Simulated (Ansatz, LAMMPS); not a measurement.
# Amorphous 46SiO2-54Al2O3 (mol %) (114 atoms): geometry optimisation

Wanted: the relaxed structure of amorphous 46SiO2-54Al2O3 (mol %) (114 atoms) and its electronic structure.

Calculated with Ansatz 0.2.0; Kohn-Sham DFT, PBE, PAW (set soft_2), plane waves.

## 1. Starting point

The cell holds 114 atoms: 13 Si, 30 Al and 71 O. Its edges and angles: a = 11.246 Å, b = 11.246 Å, c = 11.246 Å, α = 90.0°, β = 90.0°, γ = 90.0°. 114 atoms (13 Si, 30 Al, 71 O) placed at random at 2.7 g/cm³, melted at 5000 K for 10 ps at fixed volume with the Morse and Coulomb pair potential with partial charges (Pedone, Malavasi, Menziani, Cormack and Segre, J. Phys. Chem. B 110, 11780 (2006)). Quenched from 5000 K to 300 K at 50 K/ps and fixed volume, held 5 ps, then minimised at fixed cell.

What the set-up can't give: The quench rate of 50 K/ps far exceeds what a furnace or splat quench reaches, so expect more defects and frozen-in strain than in a real sample. The network of bonds at the start is that of the classical potential that made the cell. Only the Γ point is sampled in the main run, in a cell whose shortest periodic width is 11 Å.

## 2. The classical run that made the cell

A classical potential supplies the starting structure, since it reaches far longer times than DFT.

This step: classical MD, Morse and Coulomb pair potential with partial charges (Pedone, Malavasi, Menziani, Cormack and Segre, J. Phys. Chem. B 110, 11780 (2006)) (LAMMPS 22 Jul 2025 - Update 4).

The input, in.lmp:

```
# melt-quench of Si13Al30O71
units metal
atom_style charge
boundary p p p
region box block 0 11.2458 0 11.2458 0 11.2458
create_box 3 box
mass 1 28.0850   # Si
mass 2 26.9815   # Al
mass 3 15.9990   # O
create_atoms 1 random 13 41489 NULL overlap 1.5 maxtry 2000
create_atoms 2 random 30 41496 NULL overlap 1.5 maxtry 2000
create_atoms 3 random 71 41503 NULL overlap 1.5 maxtry 2000
pair_style hybrid/overlay pedone 5.5 coul/long 8.0
pair_coeff * * coul/long
pair_coeff 1 3 pedone 0.340554 2.006700 2.100000 1   # Si-O
pair_coeff 2 3 pedone 0.361581 1.900442 2.164818 0.9   # Al-O
pair_coeff 3 3 pedone 0.042395 1.379316 3.618701 22   # O-O
set type 1 charge 2.4
set type 2 charge 1.8
set type 3 charge -1.2
kspace_style pppm 1.0e-4
neigh_modify delay 0 every 1 check yes
thermo_style custom step time temp pe press density
thermo_modify norm yes
timestep 0.002
thermo 100
min_style cg
minimize 1e-4 1e-4 200 2000
reset_timestep 0
velocity all create 5000 41490 mom yes dist gaussian
fix lim all nve/limit 0.05
fix lan all langevin 5000 5000 0.2 41491 zero yes
thermo 500
run 1000 post no
# [... 10 lines left out ...]
thermo 1250
fix md all nvt temp 300 300 0.2
run 2500 post no
unfix md
thermo 100
min_style cg
minimize 0 1e-3 2000 20000
write_dump all custom glass.dump id type xs ys zs modify sort id
```

Run with:

```console
lmp -in in.lmp -log none -nocite
```

Numbers of over 12 decimals in the logs are rounded to 6 here.

Output:

```text
LAMMPS (22 Jul 2025 - Update 4)
Created orthogonal box = (0 0 0) to (11.2458 11.2458 11.2458)
Created 13 atoms
Created 30 atoms
Created 71 atoms
PPPM initialization ...
  G vector (1/distance) = 0.3793715
  grid = 12 12 12
  estimated relative force accuracy = 6.7659512e-05
   Step          Time           Temp          PotEng         Press         Density
         0   0              0             -3.2326508      550190.65      2.6976153
        72   0.144          0             -14.808546     -27684.467      2.6976153
Loop time of 0.049488 s on 1 MPI rank(s) for 72 steps with 114 atoms
Minimization stats:
  Stopping criterion = energy tolerance
  Energy initial, next-to-last, final =
     -3.23265075171742  -14.8075903238434  -14.8085462285183
  Force two-norm initial, final = 321.05019 2.1036413
  Iterations, force evaluations = 72 91
   Step          Time           Temp          PotEng         Press         Density
[... 12 lines left out ...]
[... 1 line left out ...]
Loop time of 2.28447 s on 1 MPI rank(s) for 5000 steps with 114 atoms
   Step          Time           Temp          PotEng         Press         Density
[... 12 lines left out ...]
Loop time of 20.3041 s on 1 MPI rank(s) for 47000 steps with 114 atoms
   Step          Time           Temp          PotEng         Press         Density
[... 2 lines left out ...]
     55000   110            312.0459      -14.929832     -51434.127      2.6976153
     55500   111            330.38694     -14.923091     -51458.395      2.6976153
Loop time of 0.978269 s on 1 MPI rank(s) for 2500 steps with 114 atoms
   Step          Time           Temp          PotEng         Press         Density
     55500   111            330.38694     -14.923091     -51458.395      2.6976153
     55516   111.032        330.38694     -14.966574     -50617.813      2.6976153
Loop time of 0.0309103 s on 1 MPI rank(s) for 16 steps with 114 atoms
Minimization stats:
  Stopping criterion = linesearch alpha is zero
  Energy initial, next-to-last, final =
     -14.9230908371595  -14.9665744506635  -14.9665744506635
  Force two-norm initial, final = 15.028536 0.50293629
  Iterations, force evaluations = 16 63
```

Run time: 24 s. Hardware: 1 thread of Arm Neoverse V2, shared host; peak memory 0.073 GiB.

## 3. Single point at the start

The forces at the start show how far the geometry lies from a minimum of this functional.

The input, input.yaml:

```yaml
crystal:
  lattice:
    - [11.2458, 0.0, 0.0]
    - [0.0, 11.2458, 0.0]
    - [0.0, 0.0, 11.2458]
  atoms:
    - { symbol: Si, position: [0.76293, 0.57873, 0.28838] }
    - { symbol: Si, position: [0.63271, 0.1603, 0.47264] }
    - { symbol: Si, position: [0.07233, 0.17415, 0.80584] }
    - { symbol: Si, position: [0.79183, 0.97829, 0.08698] }
    - { symbol: Si, position: [0.48822, 0.5004, 0.27459] }
    - { symbol: Si, position: [0.67708, 0.66965, 0.8781] }
    - { symbol: Si, position: [0.1398, 0.91524, 0.89719] }
    - { symbol: Si, position: [0.93045, 0.52493, 0.61128] }
    - { symbol: Si, position: [0.40078, 0.41737, 0.53278] }
    - { symbol: Si, position: [0.07942, 0.32408, 0.04512] }
    - { symbol: Si, position: [0.86826, 0.82659, 0.31939] }
    - { symbol: Si, position: [0.66485, 0.26902, 0.85059] }
    - { symbol: Si, position: [0.69692, 0.23071, 0.11413] }
    - { symbol: Al, position: [0.30021, 0.78598, 0.70758] }
    - { symbol: Al, position: [0.68184, 0.41307, 0.6098] }
    - { symbol: Al, position: [0.50084, 0.8548, 0.5374] }
    - { symbol: Al, position: [0.14959, 0.97177, 0.39563] }
    - { symbol: Al, position: [0.28962, 0.92435, 0.13628] }
    - { symbol: Al, position: [0.18858, 0.6056, 0.52794] }
    - { symbol: Al, position: [0.81529, 0.14298, 0.69922] }
    - { symbol: Al, position: [0.79585, 0.8743, 0.58429] }
    - { symbol: Al, position: [0.31437, 0.56113, 0.84689] }
    - { symbol: Al, position: [0.39062, 0.72814, 0.37394] }
    - { symbol: Al, position: [0.42368, 0.13879, 0.08141] }
    - { symbol: Al, position: [0.86166, 0.51977, 0.02465] }
    - { symbol: Al, position: [0.39842, 0.03376, 0.35796] }
    - { symbol: Al, position: [0.8763, 0.88232, 0.83944] }
    - { symbol: Al, position: [0.44433, 0.67771, 0.08] }
    - { symbol: Al, position: [0.64554, 0.9978, 0.73429] }
    - { symbol: Al, position: [0.01659, 0.25442, 0.55517] }
    - { symbol: Al, position: [0.53102, 0.89185, 0.98841] }
    - { symbol: Al, position: [0.04311, 0.77096, 0.57412] }
    - { symbol: Al, position: [0.7904, 0.33271, 0.35683] }
    - { symbol: Al, position: [0.37784, 0.26989, 0.83928] }
    - { symbol: Al, position: [0.5057, 0.61825, 0.65415] }
    - { symbol: Al, position: [0.1454, 0.74339, 0.28032] }
    - { symbol: Al, position: [0.13347, 0.58769, 0.03742] }
    - { symbol: Al, position: [0.38971, 0.99222, 0.8187] }
    - { symbol: Al, position: [0.06043, 0.21522, 0.3093] }
    - { symbol: Al, position: [0.34406, 0.41113, 0.04525] }
    - { symbol: Al, position: [0.24892, 0.18646, 0.54934] }
    - { symbol: Al, position: [0.02862, 0.66245, 0.84462] }
    - { symbol: Al, position: [0.88411, 0.07857, 0.41173] }
    - { symbol: O, position: [0.77235, 0.77323, 0.85778] }
    - { symbol: O, position: [0.65724, 0.9359, 0.05642] }
    - { symbol: O, position: [0.4164, 0.01969, 0.97879] }
    - { symbol: O, position: [0.00187, 0.77817, 0.31733] }
    - { symbol: O, position: [0.1055, 0.03941, 0.84026] }
    - { symbol: O, position: [0.68641, 0.1258, 0.82528] }
    - { symbol: O, position: [0.87393, 0.95609, 0.97315] }
    - { symbol: O, position: [0.73657, 0.11343, 0.38985] }
    - { symbol: O, position: [0.03178, 0.06049, 0.34569] }
    - { symbol: O, position: [0.7804, 0.715, 0.33741] }
    - { symbol: O, position: [0.17283, 0.66721, 0.15529] }
    - { symbol: O, position: [0.67484, 0.30558, 0.48328] }
    - { symbol: O, position: [0.47034, 0.69612, 0.51778] }
    - { symbol: O, position: [0.43711, 0.42869, 0.16708] }
    - { symbol: O, position: [0.39187, 0.88809, 0.63728] }
    - { symbol: O, position: [0.64101, 0.87425, 0.59047] }
    - { symbol: O, position: [0.36318, 0.28654, 0.55866] }
    - { symbol: O, position: [0.7874, 0.11827, 0.11706] }
    - { symbol: O, position: [0.44007, 0.87935, 0.39134] }
    - { symbol: O, position: [0.56941, 0.71856, 0.97672] }
    - { symbol: O, position: [0.3184, 0.41205, 0.82791] }
    - { symbol: O, position: [0.10446, 0.25547, 0.92029] }
    - { symbol: O, position: [0.53897, 0.92975, 0.82228] }
    - { symbol: O, position: [0.26998, 0.06259, 0.44781] }
    - { symbol: O, position: [0.90506, 0.14029, 0.56048] }
    - { symbol: O, position: [0.35558, 0.25962, 0.00679] }
    - { symbol: O, position: [0.38026, 0.65618, 0.74452] }
    - { symbol: O, position: [0.9722, 0.39007, 0.59122] }
    - { symbol: O, position: [0.43695, 0.44975, 0.39637] }
    - { symbol: O, position: [0.21628, 0.8857, 0.27709] }
    - { symbol: O, position: [0.17646, 0.92037, 0.03153] }
    - { symbol: O, position: [0.4323, 0.64303, 0.24768] }
    - { symbol: O, position: [0.62217, 0.54086, 0.28616] }
    - { symbol: O, position: [0.35681, 0.13145, 0.77442] }
    - { symbol: O, position: [0.24055, 0.68636, 0.4013] }
    [... 30 atom lines left out ...]
    - { symbol: O, position: [0.18055, 0.72152, 0.6397] }
    - { symbol: O, position: [0.84971, 0.91443, 0.43913] }
    - { symbol: O, position: [0.1342, 0.25049, 0.44722] }
    - { symbol: O, position: [0.09978, 0.89444, 0.51269] }
    - { symbol: O, position: [0.83791, 0.90456, 0.20477] }
    - { symbol: O, position: [0.61093, 0.64403, 0.7556] }
kpoints:
  mp_grid: { grid: [1, 1, 1] }
hamiltonian:
  xc: pbe
scf:
  occupations: { method: fermi_dirac, width: 0.025 }
output:
  forces: true
```

Run with:

```console
ansatz run input.yaml --threads 4 --pin off --max-ram 8192MiB --backend cpu --events-out ev --progress --plain --runs-dir out
```

Output:

```text
Engine: ansatz 0.2.0, aarch64-unknown-linux-gnu
Pseudopotentials: kind: paw
Pseudopotential: Si, paw, valence charge 4, recommended cutoff 420 eV (normal), Si.paw.azcp
Pseudopotential: Al, paw, valence charge 3, recommended cutoff 420 eV (normal), Al.paw.azcp
Pseudopotential: O, paw, valence charge 6, recommended cutoff 420 eV (normal), O.paw.azcp
[... 5 lines on functional and potentials left out ...]
Crystal: 114 atoms, lattice volume = 1422.234 Å³
Basis set: ecut = 420 eV, 27825 PW (Γ), exchange–correlation on 160×160×160 points (8 copies of the dense FFT grid, shifted against one another)
Bands: 398, of which v1, the nominal top of the filled ones, is band 284 counted from 1 (283 counted from 0)
Symmetry: 1 space group operations
Space group: P1 (ITA 1), of the structure as read, at distance tolerance 1.1e-4 Å
k-points: 1
[... 7 lines on functional and potentials left out ...]
Initial density: superposition of atomic densities (neutral atoms: chi_scale 0, normalization atom), corrected by the library's trained network
Initial wavefunctions: pseudopotential atomic-orbital guess
Functional: x = pbe(κ = 0.804, μ = 0.219515), c = pbe(β = 0.066725)
SCF iter   1: F=—  HF=-64815.851250 eV  |F-HF|=—  |Δ(HF+E_count)|=         —  Δρ=2.36e-3  dr2=1.79e-1  ethr=1.77e-3  ⟨swp⟩=6.0  Hψ=1783  notcnv=0  defer=54
preconditioner: auto → Resta (q_TF=auto, 2.341 Å⁻¹)  ε∞=3.2  [insulator: Δε(μ)=3.540 eV  Ē_g=15.763 eV  σ=0.025 eV  W_gap=1.00  n_scr=304 (ndim 8)  ℏωp=23.5 eV  f_vac=0.111  D(μ)=0.00/eV (n_scr^D=0)  ε∞_Penn≈3.2]
SCF iter   2: F=—  HF=-64815.826792 eV  |F-HF|=—  |Δ(HF+E_count)|=   2.45e-2  Δρ=1.36e-3  dr2=4.72e-2  ethr=3.16e-5  ⟨swp⟩=3.0  Hψ=712  notcnv=0  defer=108
SCF iter   3: F=—  HF=-64815.822562 eV  |F-HF|=—  |Δ(HF+E_count)|=   4.23e-3  Δρ=7.30e-4  dr2=1.22e-2  ethr=8.31e-6  ⟨swp⟩=2.0  Hψ=544  notcnv=0  defer=39
automatic band count: iteration 3 solves 329 bands in place of 398: the levels show a gap, and the empty bands left out lie too high to hold charge; the band table lists the bands solved (type scf.n_extra_bands for more)
SCF iter   4: F=—  HF=-64815.820277 eV  |F-HF|=—  |Δ(HF+E_count)|=   2.29e-3  Δρ=2.25e-4  dr2=9.46e-4  ethr=2.14e-6  ⟨swp⟩=2.0  Hψ=490  notcnv=0  defer=39
SCF iter   5: F=—  HF=-64815.820314 eV  |F-HF|=—  |Δ(HF+E_count)|=   3.71e-5  Δρ=1.24e-4  dr2=1.81e-4  ethr=1.66e-7  ⟨swp⟩=2.0  Hψ=553  notcnv=0  defer=39
SCF iter   6: F=—  HF=-64815.820274 eV  |F-HF|=—  |Δ(HF+E_count)|=   4.06e-5  Δρ=5.53e-5  dr2=3.77e-5  ethr=3.19e-8  ⟨swp⟩=2.0  Hψ=574  notcnv=0  defer=39
SCF iter   7: F=—  HF=-64815.817907 eV  |F-HF|=—  |Δ(HF+E_count)|=   2.37e-3  Δρ=1.56e-5  dr2=3.75e-6  ethr=6.63e-9  ⟨swp⟩=2.0  Hψ=612  notcnv=0  defer=39
SCF iter   8: F=—  HF=-64815.817909 eV  |F-HF|=—  |Δ(HF+E_count)|=   2.55e-6  Δρ=9.45e-6  dr2=9.94e-7  ethr=6.61e-10  ⟨swp⟩=2.0  Hψ=574  notcnv=0  defer=39
SCF iter   9: F=-64815.817909 eV  HF=-64815.817909 eV  |F-HF|=1.27e-8  |Δ(HF+E_count)|=   6.89e-8  Δρ=2.71e-6  dr2=9.15e-8  ethr=1.76e-11  ⟨swp⟩=3.0  Hψ=1267  notcnv=0
SCF 1 converged in 9 iterations: F = -64815.817909 eV  dr2 = 9.15e-8
  greatest PAW one-centre occupation: 0.866 electrons in one spin orbital (limit 2), on the O atom at site 104 (counted from 0), in its partial waves of l = 0
SCF converged after 9 iterations
Free energy (F): -64815.817909 eV
Harris-Foulkes:  -64815.817909 eV  (|F-HF|=1.27e-8)
Internal energy: -64815.817909 eV  (E = F + TS)
E sigma→0 (E₀):  -64815.817909 eV
Fermi energy:    5.671249 eV
--- Per-component energies (eV) ---
  E_band       = -1905.024963
  E_kinetic    = 14029.907210
  E_local      = -35685.325770  (includes V_loc(G=0)·N_el)
  E_nonlocal   = 4021.658214
  E_hartree    = 13369.861197
  E_xc         = -7220.263948
  E_vxc        = -8255.360622  (∫ρ·V_xc dr)
  E_paw        = -31979.807321  (= ΣΔE_a)
  E_vpaw       = -2755.797842  (= ΣTr[D̂ρ^β])
  E_aug_tail   = 0.181266  (compensation charges beyond the density's cutoff)
  E_ewald      = -21352.028758
  E_smearing   = -0.000000  (= −TS)
  E_closure    = 0.000000  (closes the sum)
  Σ components = -64815.817909   (vs F -64815.817909, Δ=0.00e0)
--- Forces (eV/Å), atoms counted from 1 ---
  atom   1  Si     0.22859900    -0.01025811    -0.79036993
  atom   2  Si     1.58569636    -0.05287728     0.58243951
  atom   3  Si    -0.65650288     0.11135485    -0.21595362
  atom   4  Si    -1.43549447    -0.31003717    -0.46465627
  atom   5  Si    -0.07755169     1.00810166     0.07328082
  atom   6  Si    -0.04091777     0.12557386     1.01794254
  atom   7  Si     0.56553372     0.08226519    -0.10233463
  atom   8  Si     1.02433456    -0.26686094     0.15743192
  atom   9  Si    -0.04421144     1.25694605    -0.87958875
  atom  10  Si    -0.56452298     0.92738004     0.04287524
  atom  11  Si     0.06344413    -0.36381048    -0.27336076
  atom  12  Si    -1.04188903    -1.22707663    -0.40010508
  atom  13  Si    -1.09007980    -1.33007227    -0.75390174
  atom  14  Al     0.53982551     0.22947879    -0.54741226
[...]
atom 113  O      0.11807755     0.52651855    -0.19000245
  atom 114  O      0.26314798    -0.29327784    -0.69291148
  max |Σ_I F_I| component: 2.05e-4 eV/Å
```

The job ended after 12 s (4 threads of Arm Neoverse V2, shared host; peak memory 1.8 GiB).

Read from the output:

```
free energy            : -64815.8179 eV
free energy per atom   : -568.5598 eV/atom
SCF cycles             : 9
r.m.s. force component : 0.5437 eV/Å
longest force          : 1.909 eV/Å
Fermi energy           : 5.671 eV
```

The r.m.s. force component of 0.54 eV/Å sets the starting point.

Neighbours are counted within 2.27 Å (O-Al), 2.12 Å (O-Si).

Length of the force by element and coordination:

| element | coordination | atoms | mean length of the force (eV/Å) | spread | least | most |
| --- | --- | --- | --- | --- | --- | --- |
| Al | all | 30 | 0.704 | 0.241 | 0.186 | 1.29 |
| Al | 4 | 26 | 0.690 | 0.200 | 0.244 | 0.992 |
| Al | 5 | 3 | 0.633 | 0.335 | 0.186 | 0.992 |
| Al | 6 | 1 | 1.29 | 0 | 1.29 | 1.29 |
| O | all | 71 | 0.868 | 0.395 | 0.0897 | 1.91 |
| O | 2 | 37 | 0.994 | 0.424 | 0.289 | 1.91 |
| O | 3 | 33 | 0.746 | 0.297 | 0.0897 | 1.56 |
| O | 4 | 1 | 0.213 | 0 | 0.213 | 0.213 |
| Si | all | 13 | 1.16 | 0.442 | 0.460 | 1.88 |

[end of part 1 of 4]

[Logs are printed without paths, hosts, clocks, repeated set-up lines and the standing remarks that a program may print on its own settings, such as how far it seeks lower states.]

[Hosts, paths, dates, database ids (printed as entryN), source tags and the programs' standing remarks are cut or masked in the printed files.]
